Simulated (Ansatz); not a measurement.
# Is Pb-Tl stack of (111) layers a stable metal?, part 3 of 3

Question: is the lattice of Pb-Tl stack of (111) layers stable, and if so, what are its coupling constant and resistivity?

Ansatz 0.2.0; DFT PBEsol, scalar-relativistic, plane waves, PAW.

So far, lowest on path (cm⁻¹): step 4 (phonons: q 2×2×1, k 6×6×1) -37.9.

## (6) Coupling and resistivity: q 3×3×1, k 9×9×1, scattering 12×12×1

Phonons, couplings and the Boltzmann equation in one run.

Contents of input.yaml:

```yaml
crystal:
  lattice:
    - [3.3316183338, 0.0, 0.0]
    - [-1.6658091669, 2.8852661127, 0.0]
    - [0.0, 0.0, 29.410676272]
  atoms:
    - { symbol: Pb, position: [0.0, 0.0, 0.1858634493] }
    - { symbol: Tl, position: [0.3333333333, 0.6666666667, 0.2835354817] }
  periodic: [true, true, false]
kpoints:
  mp_grid: { grid: [9, 9, 1] }
hamiltonian:
  xc: pbesol
scf:
  occupations: { method: methfessel_paxton, width: 0.2 }
output:
  eigenvalues: true
phonons:
  method: dfpt
  qmesh: [3, 3, 1]
  temperatures: { t_max: 1000, t_step: 50 }
  qpath:
    path:
      - [0.0, 0.0, 0.0]
      - [0.5, 0.0, 0.0]
      - [0.33333333, 0.33333333, 0.0]
      - [0.0, 0.0, 0.0]
    npoints: 10
  electrical_resistivity:
    mesh: [12, 12, 1]
    temperatures: [20.0, 50.0, 77.0, 100.0, 150.0, 200.0, 300.0, 400.0, 600.0, 800.0]
```

The run is started by

```bash
$ ansatz run input.yaml --threads 4 --pin off --max-ram 16384MiB --backend cpu --events-out ev --progress --plain --runs-dir out
```

What it wrote:

```text
[the first part of the log is left out]
  E_hartree    = 19766.468706
  E_xc         = -447.443521
  E_vxc        = -274.454819  (∫ρ·V_xc dr)
  E_paw        = -20273.145184  (= ΣΔE_a)
  E_vpaw       = -609.125874  (= ΣTr[D̂ρ^β])
  E_aug_tail   = 0.000082  (compensation charges beyond the density's cutoff)
  E_ewald      = 16976.323882
  E_core_change = 0.100382  (= ΣΔE_core)
  E_smearing   = -0.003799  (= −TS)
  E_closure    = -0.000000  (closes the sum)
  Σ components = -23050.178757   (vs F -23050.178757, Δ=0.00e0)
--- Band table (eV; the first three rows and the last of 12) ---
  k-point 0: bands = ["-21.1345", "-21.0957", "-21.0957", "-20.8384", "-20.8384", "-15.6537", "-15.4147", "-15.4147", "-15.0683", "-15.0683", "-15.0613", "-12.0267", "-6.3823", "-2.5316", "-0.3724 (-0.3833°)", "0.1172", "0.8036", "1.2536"]
  k-point 1: bands = ["-21.1249", "-21.0838", "-21.0533", "-20.8640", "-20.8440", "-15.5986", "-15.4316", "-15.3497", "-15.1558", "-15.0779", "-14.7833", "-11.8167", "-6.1108", "-2.3234", "-0.1537 (-0.1643°)", "0.3353", "1.0213", "1.4455"]
  k-point 2: bands = ["-21.1664", "-20.9914", "-20.9444", "-20.9275", "-20.8581", "-15.5852", "-15.3675", "-15.2639", "-15.1805", "-15.1023", "-14.0692", "-11.1537", "-5.3342", "-2.1470", "-1.2986", "0.4673 (0.4597°)", "0.9465", "1.0811"]
  k-point 11: bands = ["-20.9868", "-20.9822", "-20.9424", "-20.9407", "-20.8571", "-15.3582", "-15.3310", "-15.2273", "-15.2216", "-15.1376", "-10.6226", "-7.9485", "-5.6657", "-5.1543", "-3.9985", "-3.1683", "-0.7494", "0.0175"]
  ° read free of the cell's end (the report's vacuum.weakly_bound_levels)
--- Phonons (Γ-DFPT): 4 representative perturbations + reference (Σ response iterations 18) ---
  ASR residual: 6.428e-5 → 0.000e0 eV/Å²; symmetrization residual: 5.244e-7 eV/Å²
  ASR residual per site (eV/Å²): 4.48e-5 6.43e-5
  Γ frequencies (cm⁻¹): 0.00 0.00 0.00 21.84 21.84 73.78
--- Phonons (arbitrary-q DFPT): 3 irreducible q on the 3×3×1 mesh ---
  q = [0.0000, 0.0000, 0.0000] (star 1, of the zone-centre solve; hermiticity 5.09e-7, symmetrization 1.68e-11): -0.00 0.00 0.00 21.84 21.84 73.78
  q = [0.0000, 0.3333, 0.0000] (star 6, 6 solved perturbations on 45 of 81 k-point pairs; hermiticity 8.13e-8, symmetrization 4.24e-10): 20.74 30.24 48.11 57.88 69.66 84.34
  q = [0.3333, 0.3333, 0.0000] (star 2, 4 solved perturbations in 128 linear systems a pass and spin channel, the states on 45 of 81 k-point pairs; hermiticity 7.55e-8, symmetrization 1.68e-8): 30.07 31.54 48.67 69.22 81.63 83.37
  sum rule: each row above includes the acoustic sum rule's correction from the zone centre's row sums; it moved no ω² by more than (0.29 cm⁻¹)²
  mesh force constants: q→R imaginary residual 0.00e0; ASR residual 6.428e-5 → 0.000e0 eV/Å²; symmetrization residual 2.665e-15 eV/Å²
  interpolated dispersion: 31 rows × 6 modes
  density of states and harmonic sums: on the 21×21×1 q-mesh, interpolated from the force constants of a 3×3×1 supercell (no non-analytic term)
  largest difference from the sums on the solved wave vectors: F 9.72e-2 eV, S 1.22e-4 and C_V 2.46e-5 eV/K
  zero-point energy: 0.018691 eV/cell   skipped modes (ω ≤ 0): 6, of them read as no rigid motion or as one in doubt: 3 (4.082e-2 modes/cell left out, lowest -3.81 cm⁻¹)   left out of the sums: 7.94e-3 of the cell's modes: C_V's classical limit lies that fraction below 3 k_B per atom; for a crystal, a wire or a layer, F and S can be off by more, and a phonons.interpolated_qmesh denser along its periods is the remedy for the sampling
Error: electrical resistivity: the phonon self-energy gives or leaves a mode of imaginary frequency on the scattering mesh, on its own coarse k mesh or nearer the zone's centre than that mesh's first points: phonons.electron_occupations: off takes the phonons by Fourier interpolation alone, which works only if that leaves every mode real on the scattering mesh; apart from that, the mode of lowest frequency at the wavevector [0.0000, 0.0833, 0.0000] is imaginary, -3.62 cm⁻¹ (written negative): every mode at the wavevectors of the force constants' own supercell is real, and this one is interpolated between them; [rest of the remark cut]
The harmonic force constants that this run solved are whole in <dir>
```

The job ended after 2.2 min (4 threads of Arm Neoverse V1, shared host; peak memory 2.8 GiB).

The run ended with an error.

The program's message: “electrical resistivity: the phonon self-energy gives or leaves a mode of imaginary frequency on the scattering mesh, on its own coarse k mesh or nearer the zone's centre than that mesh's first points: …”

The self-energy step leaves a mode imaginary somewhere between the solved wavevectors, and the run stops; that can be an artefact of the interpolation at long waves.

## (7) Electron–phonon run: q 6×6×1, k 12×12×1, scattering 24×24×1

The next rung changes the q mesh, which sets the reach of the force constants and couplings; the k mesh of the density and its response; the scattering mesh, which samples the Fermi surface.

input.yaml, as its differences from that of step 6:

```diff
@@ -10,3 +10,3 @@
 kpoints:
-  mp_grid: { grid: [9, 9, 1] }
+  mp_grid: { grid: [12, 12, 1] }
 hamiltonian:
@@ -19,3 +19,3 @@
   method: dfpt
-  qmesh: [3, 3, 1]
+  qmesh: [6, 6, 1]
   temperatures: { t_max: 1000, t_step: 50 }
@@ -29,3 +29,3 @@
   electrical_resistivity:
-    mesh: [12, 12, 1]
+    mesh: [24, 24, 1]
     temperatures: [20.0, 50.0, 77.0, 100.0, 150.0, 200.0, 300.0, 400.0, 600.0, 800.0]
```

What it wrote:

```text
[the first part of the log is left out]
  E_vpaw       = -609.236963  (= ΣTr[D̂ρ^β])
  E_aug_tail   = 0.000082  (compensation charges beyond the density's cutoff)
  E_ewald      = 16976.323882
  E_core_change = 0.100382  (= ΣΔE_core)
  E_smearing   = -0.004268  (= −TS)
  E_closure    = 0.000000  (closes the sum)
  Σ components = -23050.169393   (vs F -23050.169393, Δ=0.00e0)
--- Band table (eV; the first three rows and the last of 19) ---
  k-point 0: bands = ["-21.0181", "-20.9442", "-20.9442", "-20.7170", "-20.7170", "-15.5640", "-15.3169", "-15.3169", "-14.9806", "-14.9806", "-14.9360", "-11.9351", "-6.2990", "-2.4711", "-0.3598 (-0.3710°)", "0.1281", "0.8083", "1.2655"]
  k-point 1: bands = ["-21.0031", "-20.9470", "-20.9200", "-20.7317", "-20.7202", "-15.5305", "-15.3282", "-15.2798", "-15.0403", "-14.9862", "-14.7701", "-11.8176", "-6.1456", "-2.3524", "-0.2364 (-0.2476°)", "0.2521", "0.9315", "1.3875"]
  k-point 2: bands = ["-21.0024", "-20.9160", "-20.8533", "-20.7713", "-20.7289", "-15.4771", "-15.3280", "-15.1768", "-15.1179", "-15.0013", "-14.3608", "-11.4530", "-5.6971", "-2.0303", "0.0618 (0.0591°)", "0.1559 (0.1472°)", "0.6516", "1.3000"]
  k-point 18: bands = ["-20.8646", "-20.8606", "-20.7918", "-20.7894", "-20.7454", "-15.2698", "-15.2430", "-15.1301", "-15.1239", "-15.0524", "-10.4961", "-7.8481", "-5.5290", "-5.0245", "-3.9074", "-3.0669", "-0.6678", "0.1005"]
  ° read free of the cell's end (the report's vacuum.weakly_bound_levels)
--- Phonons (Γ-DFPT): 4 representative perturbations + reference (Σ response iterations 18) ---
  ASR residual: 3.615e-5 → 0.000e0 eV/Å²; symmetrization residual: 4.303e-7 eV/Å²
  ASR residual per site (eV/Å²): 5.58e-6 3.61e-5
  Γ frequencies (cm⁻¹): 0.00 0.00 0.00 21.45 21.45 66.45
--- Phonons (arbitrary-q DFPT): 7 irreducible q on the 6×6×1 mesh ---
  q = [0.0000, 0.0000, 0.0000] (star 1, of the zone-centre solve; hermiticity 5.15e-7, symmetrization 1.36e-11): -0.00 -0.00 -0.00 21.45 21.45 66.45
  q = [0.0000, 0.1667, 0.0000] (star 6, 6 solved perturbations on 78 of 144 k-point pairs; hermiticity 2.86e-7, symmetrization 9.62e-10): 8.68 10.26 26.65 40.18 51.85 63.40
  q = [0.0000, 0.3333, 0.0000] (star 6, 6 solved perturbations on 78 of 144 k-point pairs; hermiticity 1.03e-7, symmetrization 8.29e-10): 10.74 24.15 39.38 43.79 69.07 74.79
  q = [0.0000, -0.5000, 0.0000] (star 3, 6 solved perturbations on 43 of 144 k-point pairs; hermiticity 3.35e-6, symmetrization 1.93e-6): 20.39 30.69 38.04 42.14 72.72 83.77
  q = [0.1667, 0.1667, 0.0000] (star 6, 4 solved perturbations in 444 linear systems a pass and spin channel, the states on 144 of 144 k-point pairs; hermiticity 1.47e-7, symmetrization 1.14e-9): -13.53 32.84 39.06 49.91 65.15 70.85
  q = [0.1667, 0.3333, 0.0000] (star 12, 6 solved perturbations on 144 of 144 k-point pairs: no pair is spared here; hermiticity 8.47e-8, symmetrization 0.00e0): 15.95 38.48 47.43 51.20 77.25 79.98
  q = [0.3333, 0.3333, 0.0000] (star 2, 4 solved perturbations in 218 linear systems a pass and spin channel, the states on 78 of 144 k-point pairs; hermiticity 1.32e-7, symmetrization 1.61e-8): 28.71 32.94 50.94 62.38 66.47 74.46
  sum rule: each row above includes the acoustic sum rule's correction from the zone centre's row sums; it moved no ω² by more than (0.22 cm⁻¹)²
  mesh force constants: q→R imaginary residual 1.71e-18; ASR residual 3.615e-5 → 0.000e0 eV/Å²; symmetrization residual 2.665e-15 eV/Å²
  interpolated dispersion: 31 rows × 6 modes
  density of states and harmonic sums: on the 24×24×1 q-mesh, interpolated from the force constants of a 6×6×1 supercell (no non-analytic term)
  largest difference from the sums on the solved wave vectors: F 1.21e-2 eV, S 1.26e-5 and C_V 4.94e-7 eV/K
  zero-point energy: 0.016578 eV/cell   skipped modes (ω ≤ 0): 16, of them read as no rigid motion or as one in doubt: 13 (2.396e-1 modes/cell left out, lowest -13.53 cm⁻¹)   left out of the sums: 4.08e-2 of the cell's modes: C_V's classical limit lies that fraction below 3 k_B per atom; for a crystal, a wire or a layer, F and S can be off by more, and a phonons.interpolated_qmesh denser along its periods is the remedy for the sampling
Error: electrical resistivity: the mode of lowest frequency at the wavevector [0.1667, 0.1667, 0.0000] is imaginary, -13.53 cm⁻¹ (written negative): the force constants describe an unstable lattice; relax the structure, enlarge phonons.supercell (under dfpt, kpoints.mp_grid), or, with a block electrical_resistivity or superconductivity, name a file of force constants under which the crystal is stable (phonons.electron_phonon_force_constants)
The harmonic force constants that this run solved are whole in <dir>
```

Run time: 6.4 min. Hardware: 4 threads; peak memory 2 GiB.

The run ended with an error.

The program's message: “electrical resistivity: the mode of lowest frequency at the wavevector [0.1667, 0.1667, 0.0000] is imaginary, -13.53 cm⁻¹ (written negative): the force constants describe an unstable lattice; relax th …”

The run stops because a mode is imaginary on the scattering mesh, where no scattering rate is defined; denser k meshes, other smearings and, between solved wavevectors, finer q meshes show whether the instability is real.

## (8) What came out

```yaml
lowest_mode_solved_in_a_later_run_q_6x6x1_k_12x12x1_scattering_24x24x1: 13.5i cm⁻¹
phonon_run_of_the_rows_without_a_label_of_their_own: PBEsol, q 3×3×1, k 9×9×1
softest_mode_on_the_q_mesh: 20.7 cm⁻¹ at q = (0.333, -0.333, 0)
highest_frequency_solved_or_plainly_interpolated: 96.5 cm⁻¹
```

**Reading.** The two phonon runs disagree on stability; they sample different wavevectors on different k meshes. Spin–orbit coupling, left out here, matters for Pb and Tl. The structure was built by hand as an ordered model, and its stability against other phases was not tested.

[Logs are printed without paths, hosts, clocks, repeated set-up lines and the standing remarks that a program may print on its own settings, such as how far it seeks lower states.]

[Hosts, paths, dates, database ids (printed as entryN), source tags and the programs' standing remarks are cut or masked in the printed files.]
